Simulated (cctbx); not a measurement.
# What is wrong with this refinement?

Cell a = 8.8400 Å, b = 8.8400 Å, c = 3.8200 Å, α = 90.00°, β = 90.00°, γ = 120.00°; space group P6/mmm (no. 191).

Simulated single-crystal data (cctbx): Ag Kα, λ = 0.56087 Å, to d = 0.65 Å, 50 % of the full sphere, strongest reflection 40000 counts, noise from counting, a 2 % proportional error and a noise floor of 4 counts (s.d.); no absorption.

An anisotropic refinement with weights 1/σ² prints:

```text
Rint 0.025, 230 unique reflections to 0.65 A
cycle     R1     wR2    GooF  max shift (A)
   1  0.0555  0.1280   7.558   0.00033
   2  0.0253  0.0565   3.337   0.00000
final R1 0.0253 wR2 0.0565 GooF 3.337  parameters 15  data/parameter 15.3
atom        x        y        z      Ueq    occ   su(xyz)  su(Uiso or U11)
Tb1    0.66667  0.33333  0.50000   0.0134  1.000  0.00000  0.0002
Tb2    0.00000  0.00000  0.00000   0.0063  1.000  0.00000  0.0002
Ni1    0.50000  0.50000  0.00000   0.0159  1.000  0.00000  0.0004
Fe1    0.81808  0.18192  0.00000   0.0090  1.000  0.00008  0.0003
Ti1    0.32012  0.32012  0.50000   0.0214  1.000  0.00022  0.0006
difference map: max 3.39 min -1.32 rms 0.37
Q1    0.1659  0.3318  0.0000    6    3.40  0.25 A from Fe1
Q2    0.0000  0.2208  0.5000    6    0.56  0.88 A from Ti1
Q3    0.0532  0.3862  0.0000   12    0.54  1.25 A from Fe1
Q4    0.0453  0.2608  0.1391   24    0.50  1.21 A from Fe1
Q5    0.0000  0.0000  0.5000    1    0.44  1.91 A from Tb2
Q6    0.0000  0.3106  0.1181   12    0.41  1.46 A from Ti1
```

**Question.** Can this result stand? If not, what is the likely fault?

Mend it. The fault: wrong element: Fe1 is Ni. Against the right model at the same level, R1 goes from 0.0074 to 0.0253 and GooF from 0.97 to 3.34, U of Fe1 shrinks from 0.0121 to 0.0090 Å² and the top difference peak, 3.4 e/Å³, lies on Fe1. Fe1 has 2 electrons too few and its U shrinks to make up, as expected (near an absorption edge f′ can widen the mismatch well beyond the difference in Z).

The compound is TbTi2Ni3. The right model at the same level gives:

```text
Rint 0.025, 230 unique reflections to 0.65 A
cycle     R1     wR2    GooF  max shift (A)
   1  0.0298  0.0837   4.940   0.00047
   2  0.0074  0.0165   0.974   0.00000
final R1 0.0074 wR2 0.0165 GooF 0.974  parameters 15  data/parameter 15.3
atom        x        y        z      Ueq    occ   su(xyz)  su(Uiso or U11)
Tb1    0.66667  0.33333  0.50000   0.0127  1.000  0.00000  0.0001
Tb2    0.00000  0.00000  0.00000   0.0056  1.000  0.00000  0.0001
Ni1    0.50000  0.50000  0.00000   0.0152  1.000  0.00000  0.0001
Ni2    0.81813  0.18187  0.00000   0.0121  1.000  0.00002  0.0001
Ti1    0.32016  0.32016  0.50000   0.0208  1.000  0.00006  0.0002
difference map: max 0.60 min -0.49 rms 0.12
Q1    0.0000  0.0000  0.1658    2    0.60  0.63 A from Tb2
Q2    0.0000  0.0000  0.5000    1    0.52  1.91 A from Tb2
Q3    0.0000  0.1718  0.0000    6    0.51  1.52 A from Tb2
Q4    0.0000  0.2231  0.5000    6    0.45  0.86 A from Ti1
Q5    0.0597  0.3994  0.0000   12    0.42  1.24 A from Ni1
Q6    0.0000  0.2969  0.1149   12    0.40  1.48 A from Ni2
```

This is a model crystal, built by substitution and not relaxed, with assumed displacement parameters.

[Middle refinement cycles are left out of these outputs.]

[Logs are printed without paths, hosts, clocks, repeated set-up lines and the standing remarks that a program may print on its own settings, such as how far it seeks lower states.]
